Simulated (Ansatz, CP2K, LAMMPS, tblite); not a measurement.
## Amorphous polyacrylonitrile (as short chains C14N4H18) at 480 K (108 atoms) in CP2K

How do the settings of CP2K change the result for amorphous polyacrylonitrile (as short chains C14N4H18) at 480 K (108 atoms)? A plane-wave run serves as the yardstick.

Main program and level: CP2K 2026.2; the method is named at each step.

**1. The starting structure**

The cell holds 108 atoms: 42 C, 12 N and 54 H. Its edges and angles: a = 10.691 Å, b = 10.691 Å, c = 10.691 Å, α = 90.0°, β = 90.0°, γ = 90.0°. 3 polyacrylonitrile chains of 4 units with methyl end groups placed at random, at 0.988 g/cm³; overlaps pushed apart, then 20 ps at 800 K with MMFF94 bonds, angles, torsions, charges and radii (Halgren, J. Comput. Chem. 17, 490 (1996)) in harmonic and 12-6 forms. Snapshot after 30 ps at 480 K and fixed volume.

The yardstick, on the same geometry:

| Quantity | Value |
| --- | --- |
| method | Kohn-Sham DFT, PBE, PAW, plane waves (Ansatz 0.2.0); cutoff 420 eV, Γ point, fermi-dirac smearing of 0.05 eV; PAW set soft_2 |
| r.m.s. force component | 1.068 eV/Å |
| longest force | 4.372 eV/Å |
| pressure | 2.46 GPa |
| gap (highest filled to lowest empty level) | 5.49 eV |
| SCF cycles | 10 |
| time | 8.7 s on 4 threads of Arm Neoverse V2, shared host |
| CPU time | 33 s |

**2. PBE, DZVP-MOLOPT-SR, 600/50 Ry, OT CG**

Method: Kohn-Sham DFT, PBE, GTH-PBE pseudopotentials, Gaussian and plane waves, DZVP-MOLOPT-SR-GTH, orbital transformation.

Input file input.inp:

```
&GLOBAL
  PROJECT cell
  RUN_TYPE ENERGY_FORCE
  PRINT_LEVEL LOW
&END GLOBAL
&FORCE_EVAL
  METHOD QS
  STRESS_TENSOR ANALYTICAL
  &DFT
    BASIS_SET_FILE_NAME BASIS_MOLOPT
    POTENTIAL_FILE_NAME GTH_POTENTIALS
    &MGRID
      CUTOFF 600
      REL_CUTOFF 50
      NGRIDS 5
    &END MGRID
    &QS
      EPS_DEFAULT 1.0E-12
    &END QS
    &SCF
      SCF_GUESS ATOMIC
      EPS_SCF 1.0E-06
      MAX_SCF 30
      &OT
        MINIMIZER CG
        PRECONDITIONER FULL_ALL
        ENERGY_GAP 0.001
      &END OT
      &OUTER_SCF
        EPS_SCF 1.0E-06
        MAX_SCF 8
      &END OUTER_SCF
      &PRINT
        &RESTART OFF
        &END RESTART
      &END PRINT
    &END SCF
    &XC
      &XC_FUNCTIONAL PBE
      &END XC_FUNCTIONAL
    &END XC
    &PRINT
      &MULLIKEN ON
      &END MULLIKEN
      &HIRSHFELD ON
        SHAPE_FUNCTION DENSITY
      &END HIRSHFELD
      &MO_CUBES
        NHOMO 1
        NLUMO 4
        WRITE_CUBE F
      &END MO_CUBES
    &END PRINT
  &END DFT
  &SUBSYS
    &CELL
      A 10.69066 0.00000 0.00000
      B 0.00000 10.69066 0.00000
      C 0.00000 0.00000 10.69066
    &END CELL
    &COORD
      C 4.49767 4.65728 2.70132
      C 3.77840 3.43822 3.20549
      C 4.69555 2.60371 4.14391
      C 5.72741 1.90604 3.28128
      N 6.38232 1.53080 2.41737
      C 3.65642 1.70003 4.92465
      C 4.28311 1.03849 6.18690
      C 3.28524 0.39812 7.05883
      N 2.65385 10.47834 7.81327
      C 5.50067 0.12455 5.93855
      C 5.98260 9.86128 7.01671
      C 6.83048 8.88062 6.39611
      N 7.55915 8.15163 5.92594
      C 6.70796 10.62673 8.12415
      C 8.04173 0.72044 7.70134
      C 7.78857 1.94816 6.92242
      N 7.52141 2.99264 6.48196
      C 8.82920 1.08232 8.89442
      H 4.90210 5.27798 3.51092
      H 3.91235 5.11206 1.84606
      H 5.38927 4.29497 2.13963
      H 2.85708 3.75007 3.67588
      H 3.58565 2.76247 2.38765
      H 5.32651 3.13867 4.98890
      H 2.77775 2.29721 5.35356
      H 3.19501 0.93180 4.36457
      H 4.69480 1.90016 6.71972
      H 6.32181 0.62722 5.45919
      H 5.09367 10.23641 5.13205
      H 5.22431 9.16008 7.54376
      H 5.99158 0.61450 8.68883
      H 7.05060 9.90340 8.83733
      H 8.76025 0.19831 7.02398
      H 8.33786 1.87717 9.37443
      H 8.96369 0.31035 9.56739
      H 9.81306 1.26620 8.45802
      C 7.51115 6.34726 3.20474
      C 8.60833 5.81433 2.23820
      C 9.60962 5.00451 3.00771
      C 0.26727 5.19085 2.44282
      N 1.29229 5.52515 2.07655
      C 9.24175 3.57432 3.09174
      C 10.26442 2.55646 3.65856
      C 10.50956 2.92219 5.05401
      N 0.37759 3.15075 6.06086
      C 9.53660 1.17244 3.69426
      C 10.63218 0.07644 3.71597
      C 10.68029 10.10887 2.39620
      N 10.67291 9.26292 1.59697
      C 10.40714 9.80857 4.92145
      C 0.57879 8.50955 4.81090
      C 2.05763 8.76688 4.63162
      N 3.14327 8.97919 4.36211
      C 0.25091 7.50484 5.89184
      H 6.52729 6.42049 2.57474
      H 7.32310 5.66348 3.99050
[... 48 atom lines left out ...]
      H 4.82555 9.93793 0.08168
      H 5.64702 8.05114 1.49979
      H 4.33068 8.12330 2.44987
      H 5.37612 9.54045 2.38338
    &END COORD
    &KIND C
      BASIS_SET DZVP-MOLOPT-SR-GTH-q4
      POTENTIAL GTH-PBE-q4
    &END KIND
    &KIND N
      BASIS_SET DZVP-MOLOPT-SR-GTH-q5
      POTENTIAL GTH-PBE-q5
    &END KIND
    &KIND H
      BASIS_SET DZVP-MOLOPT-SR-GTH-q1
      POTENTIAL GTH-PBE-q1
    &END KIND
  &END SUBSYS
  &PRINT
    &FORCES ON
    &END FORCES
    &STRESS_TENSOR ON
    &END STRESS_TENSOR
  &END PRINT
&END FORCE_EVAL
```

The run is started by

```sh
$ OMP_NUM_THREADS=1 mpirun -np 4 cp2k.psmp -i input.inp > output.txt
```

Numbers of over 12 decimals in the logs are rounded to 6 here.

What it wrote:

```text
CP2K| version string:                                       CP2K version 2026.2
 CP2K| Input file name                                                 input.inp
 GLOBAL| Basis set file name                                        BASIS_MOLOPT
 GLOBAL| Potential file name                                      GTH_POTENTIALS
 GLOBAL| Run type                                                   ENERGY_FORCE
 GLOBAL| Total number of message passing processes                             4
 GLOBAL| Number of threads for this process                                    1
 TOTAL NUMBERS AND MAXIMUM NUMBERS
  Total number of            - Atomic kinds:                                   3
                             - Atoms:                                        108
                             - Shell sets:                                   108
                             - Shells:                                       432
                             - Primitive Cartesian functions:                540
                             - Cartesian basis functions:                   1026
                             - Spherical basis functions:                    972
  Maximum angular momentum of- Orbital basis functions:                        2
                             - Local part of the GTH pseudopotential:          2
                             - Non-local part of the GTH pseudopotential:      0
 SCF PARAMETERS         Density guess:                                    ATOMIC
                        max_scf:                                              30
                        eps_scf:                                        1.00E-06
                        Outer loop SCF in use
                        eps_scf                                         1.00E-06
                        max_scf                                                8
 Extrapolation method: initial_guess
 Number of electrons:                                                        282
[... lines left out ...]
  Step     Update method      Time    Convergence         Total energy    Change
[... lines left out ...]
  Total energy:                                              -389.890179
[... lines left out ...]
  Precond_solver : DEFAULT
  Line search    : 2PNT                : 2 energies, one gradient
  stepsize       :    0.15000000                  energy_gap     :    0.00100000
  eps_taylor     :   0.10000E-15                  max_taylor     :             4
  ----------------------------------- OT ---------------------------------------
  Step     Update method      Time    Convergence         Total energy    Change
[...]
- OT LS       0.10E+00    1.1                     -389.8904356283
     4 OT CG       0.10E+00    3.1     0.00000246      -389.8904356854 -2.86E-07
     - OT LS       0.78E-01    1.1                     -389.8904357149
     5 OT CG       0.78E-01    3.1     0.00000085      -389.8904357180 -3.26E-08
  *** SCF run converged in     5 steps ***
  Electronic density on regular grids:       -282.0000000000        0.0000000000
  Core density on regular grids:              281.9999999998       -0.0000000002
  Total charge density on r-space grids:       -0.0000000002
  Total charge density g-space grids:          -0.0000000002
  Overlap energy of the core charge distribution:               0.000111735
  Self energy of the core charge distribution:               -934.443353
  Core Hamiltonian energy:                                    289.188050
  Hartree energy:                                             377.906976
  Exchange-correlation energy:                               -122.542221
  Total energy:                                              -389.890436
  outer SCF iter =    2 RMS gradient =   0.85E-06 energy =       -389.8904357180
  outer SCF loop converged in   2 iterations or   68 steps
 !-----------------------------------------------------------------------------!
                     Mulliken Population Analysis
 #  Atom  Element  Kind  Atomic population                           Net charge
       1     C        1          4.247795                             -0.247795
       2     C        1          4.096023                             -0.096023
       3     C        1          4.123138                             -0.123138
[...]
107     H        3          0.924521                              0.075479
     108     H        3          0.907761                              0.092239
 # Total charge                            282.000000                 -0.000000
 !-----------------------------------------------------------------------------!
 !-----------------------------------------------------------------------------!
                           Hirshfeld Charges
  #Atom  Element  Kind  Ref Charge     Population                    Net charge
      1       C      1       4.000          4.124                        -0.124
      2       C      1       4.000          4.074                        -0.074
      3       C      1       4.000          3.983                         0.017
[...]
107       H      3       1.000          0.966                         0.034
    108       H      3       1.000          0.955                         0.045
  Total Charge                                                           -0.000
 !-----------------------------------------------------------------------------!
  Eigenvalues of the occupied subspace spin            1
      -0.68689297     -0.68543847     -0.68276553     -0.68116513
      -0.68075654     -0.67960389     -0.67793439     -0.67574556
      -0.67130108     -0.66451087     -0.66082875     -0.65654244
[...]
-0.11173322     -0.10880029     -0.10666489     -0.10425975
      -0.10123384
 Fermi Energy [eV] :   -2.754713
  Using OT eigensolver for additional unoccupied orbitals spin            1
  Lowest Eigenvalues of the unoccupied subspace spin            1
 OT| Eigensolver reached convergence in 257 iterations
       0.10570417      0.12328075      0.12471224      0.12859858
 HOMO - LUMO gap [eV] :    5.631070
 ENERGY| Total FORCE_EVAL ( QS ) energy [hartree]           -389.890436
 FORCES| Atomic forces [hartree/bohr]
 FORCES|   Atom     x               y               z               |f|
 FORCES|      1  1.67398467E-02 -6.89046695E-03 -3.91017761E-02   4.30888604E-02
 FORCES|      2  2.76517178E-02  9.66080796E-03  3.61107308E-03   2.95125152E-02
 FORCES|      3  1.48022920E-03 -9.57390626E-03  3.23436527E-02   3.37633326E-02
[...]
FORCES|    107 -2.00084893E-02 -2.55439293E-03  1.53382923E-02   2.53402403E-02
 FORCES|    108 -3.19292319E-03 -7.93015970E-03 -4.25610292E-03   9.54969128E-03
 FORCES| Sum     2.35156331E-04  2.57450829E-04  9.75238868E-05
 FORCES| Total atomic force                                       3.62063998E-04
 STRESS| Analytical stress tensor [bar]
 STRESS|                        x                   y                   z
 STRESS|      x        2.52554806762E+04   2.81989378277E+02   7.42049197084E+03
 STRESS|      y        2.81989378277E+02   3.63755850167E+04   8.51480344710E+03
 STRESS|      z        7.42049197084E+03   8.51480344710E+03   2.83473716203E+04
 STRESS| 1/3 Trace                                             2.99928124377E+04
```

Wall time 2.6 min (4 MPI ranks of Arm Neoverse V2, shared host); peak memory 2.6 GiB; 10 min of CPU time.

Banners, paths, timers and routine set-up lines are dropped from the logs unmarked, and long logs keep their key lines alone; longer cuts are marked.

Against the reference:

| Quantity | Value |
| --- | --- |
| r.m.s. force component | 1.159 eV/Å |
| r.m.s. difference of force components | 186.2 meV/Å |
| longest difference of force vectors | 767.8 meV/Å |
| force difference over r.m.s. force | 17.44 % |
| slope of forces against the reference's | 1.074 |
| correlation of force components | 0.9894 |
| gap (highest filled to lowest empty level) | 5.631 eV |
| gap difference | 0.1406 eV |
| pressure | 2.999 GPa |
| pressure difference | 0.5398 GPa |

Length of the force difference by element (eV/Å):

| element | atoms | mean | most |
| --- | --- | --- | --- |
| C | 42 | 0.27 | 0.77 |
| H | 54 | 0.044 | 0.095 |
| N | 12 | 0.66 | 0.74 |

Local excerpt of 14 atoms (numbers count through the whole input) about N5, one of the 12 N atoms; x, y, z are measured from there.

| atom | x | y | z | distance (Å) | bonds | Hirshfeld charge (e) | Fx | Fy | Fz (eV/Å) |
| --- | --- | --- | --- | --- | --- | --- | --- | --- | --- |
| N5 | 0.00 | 0.00 | 0.00 | 0.00 | 1 | -0.18 | 1.74 | -1.07 | -1.71 |
| C4 | -0.65 | 0.38 | 0.86 | 1.15 | 2 | 0.10 | -3.10 | 1.54 | 2.38 |
| H64 | 2.45 | -0.40 | 0.36 | 2.51 | 1 | 0.06 | 0.94 | -0.32 | 1.45 |
| C3 | -1.69 | 1.07 | 1.73 | 2.64 | 4 | 0.02 | 0.08 | -0.49 | 1.66 |
| H108 | -1.01 | -2.68 | -0.03 | 2.86 | 1 | 0.04 | -0.16 | -0.41 | -0.22 |
| H21 | -0.99 | 2.76 | -0.28 | 2.95 | 1 | 0.03 | -0.02 | 0.14 | 0.32 |
| H23 | -2.80 | 1.23 | -0.03 | 3.06 | 1 | 0.04 | -0.66 | -0.26 | -0.48 |
| H62 | 1.92 | 2.07 | 1.33 | 3.12 | 1 | 0.05 | 0.95 | -0.68 | -1.10 |
| H28 | -0.06 | -0.90 | 3.04 | 3.17 | 1 | 0.04 | 0.50 | 0.70 | 0.16 |
| H61 | 2.68 | 1.71 | -0.34 | 3.19 | 1 | 0.04 | -0.63 | -0.42 | -0.37 |
| H24 | -1.06 | 1.61 | 2.57 | 3.21 | 1 | 0.06 | -1.20 | -0.35 | -1.67 |
| C2 | -2.60 | 1.91 | 0.79 | 3.32 | 4 | -0.07 | 1.42 | 0.50 | 0.19 |
| C46 | 3.15 | -0.36 | 1.28 | 3.42 | 4 | -0.05 | 1.04 | 0.67 | -1.82 |
| H65 | 2.62 | -0.41 | 2.20 | 3.45 | 1 | 0.04 | -0.89 | -0.08 | 0.45 |

Forces lie 17 % from the reference's, at 19 times its CPU time; the SCF took 68 steps, which the time reflects.

**3. GFN1-xTB, OT DIIS**

Method: GFN1-xTB tight binding (the program's own implementation), orbital transformation.

Input file input.inp:

```
&GLOBAL
  PROJECT cell
  RUN_TYPE ENERGY_FORCE
  PRINT_LEVEL LOW
&END GLOBAL
&FORCE_EVAL
  METHOD QS
  STRESS_TENSOR ANALYTICAL
  &DFT
    &QS
      METHOD XTB
      &XTB
        GFN_TYPE 1
        DO_EWALD T
        CHECK_ATOMIC_CHARGES F
      &END XTB
    &END QS
    &SCF
      SCF_GUESS ATOMIC
      EPS_SCF 1.0E-06
      MAX_SCF 30
      &OT
        MINIMIZER DIIS
        PRECONDITIONER FULL_SINGLE_INVERSE
      &END OT
      &OUTER_SCF
        EPS_SCF 1.0E-06
        MAX_SCF 8
      &END OUTER_SCF
      &PRINT
        &RESTART OFF
        &END RESTART
      &END PRINT
    &END SCF
    &PRINT
      &MULLIKEN ON
      &END MULLIKEN
      &MO_CUBES
        NHOMO 1
        NLUMO 4
        WRITE_CUBE F
      &END MO_CUBES
    &END PRINT
  &END DFT
  &SUBSYS
    &CELL
      A 10.69066 0.00000 0.00000
      B 0.00000 10.69066 0.00000
      C 0.00000 0.00000 10.69066
    &END CELL
    &TOPOLOGY
      COORD_FILE_NAME structure.xyz
      COORD_FILE_FORMAT XYZ
    &END TOPOLOGY
  &END SUBSYS
  &PRINT
    &FORCES ON
    &END FORCES
    &STRESS_TENSOR ON
    &END STRESS_TENSOR
  &END PRINT
&END FORCE_EVAL
```

Input file structure.xyz:

```xyz
108

C 4.49767 4.65728 2.70132
C 3.77840 3.43822 3.20549
C 4.69555 2.60371 4.14391
C 5.72741 1.90604 3.28128
N 6.38232 1.53080 2.41737
C 3.65642 1.70003 4.92465
C 4.28311 1.03849 6.18690
C 3.28524 0.39812 7.05883
N 2.65385 10.47834 7.81327
C 5.50067 0.12455 5.93855
C 5.98260 9.86128 7.01671
C 6.83048 8.88062 6.39611
N 7.55915 8.15163 5.92594
C 6.70796 10.62673 8.12415
C 8.04173 0.72044 7.70134
C 7.78857 1.94816 6.92242
N 7.52141 2.99264 6.48196
C 8.82920 1.08232 8.89442
H 4.90210 5.27798 3.51092
H 3.91235 5.11206 1.84606
[... 84 atom lines left out ...]
H 4.82555 9.93793 0.08168
H 5.64702 8.05114 1.49979
H 4.33068 8.12330 2.44987
H 5.37612 9.54045 2.38338
```

The run is started by

```sh
$ OMP_NUM_THREADS=1 cp2k.psmp -i input.inp > output.txt
```

What it wrote:

```text
CP2K| version string:                                       CP2K version 2026.2
 CP2K| Input file name                                                 input.inp
 GLOBAL| Basis set file name                                           BASIS_SET
 GLOBAL| Potential file name                                           POTENTIAL
 GLOBAL| Run type                                                   ENERGY_FORCE
 GLOBAL| Total number of message passing processes                             1
 GLOBAL| Number of threads for this process                                    1
                  #####   #####        #          ####### ######
                 #     # #     #      #              #    #     #
                 #     # #           #    ##   ##    #    #     #
[... lines left out ...]
 Number of electrons:                                                        282
[... lines left out ...]
  Step     Update method      Time    Convergence         Total energy    Change
[... lines left out ...]
  *** SCF run converged in    18 steps ***
[... lines left out ...]
  Total energy:                                              -155.788300
[... lines left out ...]
  outer SCF loop converged in   1 iterations or   18 steps
[... lines left out ...]
       3     C          1                 4.010410                     -0.010410
[...]
107     H          3                 0.957238                      0.042762
     108     H          3                 0.958028                      0.041972
 # Total charge                         282.000000                     -0.000000
  Eigenvalues of the occupied subspace spin            1
      -0.75971289     -0.75949998     -0.75889060     -0.75725877
      -0.75551549     -0.75377548     -0.75158030     -0.75148028
      -0.74796932     -0.74409278     -0.74280451     -0.74019834
[...]
-0.46700173     -0.46602005     -0.46537229     -0.46380083
      -0.46286401     -0.45952530     -0.45643530     -0.45489745
      -0.45049350
 Fermi Energy [eV] :  -12.258552
 ENERGY| Total FORCE_EVAL ( QS ) energy [hartree]           -155.788300
 FORCES| Atomic forces [hartree/bohr]
 FORCES|   Atom     x               y               z               |f|
 FORCES|      1  2.10030920E-02 -3.45386520E-03 -3.97712775E-02   4.51089079E-02
 FORCES|      2  2.20257528E-02  1.12163213E-03  8.73374193E-03   2.37206680E-02
 FORCES|      3  6.92729184E-03 -1.14861161E-02  3.00801186E-02   3.29352664E-02
[...]
FORCES|    107 -1.95031263E-02 -1.36929385E-03  1.33533800E-02   2.36761411E-02
 FORCES|    108 -5.80905022E-03 -7.66933550E-03 -6.68383461E-03   1.17148375E-02
 FORCES| Sum     1.18134669E-14  4.25007252E-17 -1.05011486E-14
 FORCES| Total atomic force                                       1.58061357E-14
 STRESS| Analytical stress tensor [bar]
 STRESS|                        x                   y                   z
 STRESS|      x       -1.62315399597E+04   1.90741340597E+03   1.30097596416E+04
 STRESS|      y        1.90741340597E+03   3.05685087996E+03   8.39033228113E+03
 STRESS|      z        1.30097596416E+04   8.39033228113E+03  -4.62824036797E+03
 STRESS| 1/3 Trace                                            -5.93430981590E+03
```

It took 3.4 s on 1 thread; peak memory 0.33 GiB.

Compared with the plane-wave run:

```
r.m.s. force component                  : 1.014 eV/Å
r.m.s. difference of force components   : 437 meV/Å
longest difference of force vectors     : 1789 meV/Å
force difference over r.m.s. force      : 40.92 %
slope of forces against the reference's : 0.8668
correlation of force components         : 0.9132
pressure                                : -0.5934 GPa
pressure difference                     : -3.053 GPa
```

Against the first run (17 %), the force difference from the reference is 41 %, at 0.0054 times the CPU time (on 1 against 4 cores) (18 SCF steps against 68); the model has changed, so this is no error of the program alone.

(Continued in part 2 of 3.)

[Also dropped from logs without a mark: logging warnings of Python, and SIESTA's first energy breakdown and zero terms.]

[Logs are printed without paths, hosts, clocks, repeated set-up lines and the standing remarks that a program may print on its own settings, such as how far it seeks lower states.]

[Hosts, paths, dates, database ids (printed as entryN), source tags and the programs' standing remarks are cut or masked in the printed files.]

[The MMFF94 radii named for the starting cell were scaled by 0.96; in molecules described by MMFF94, hydrogen bound to N, O or S took a small fixed 12-6 site in their place.]
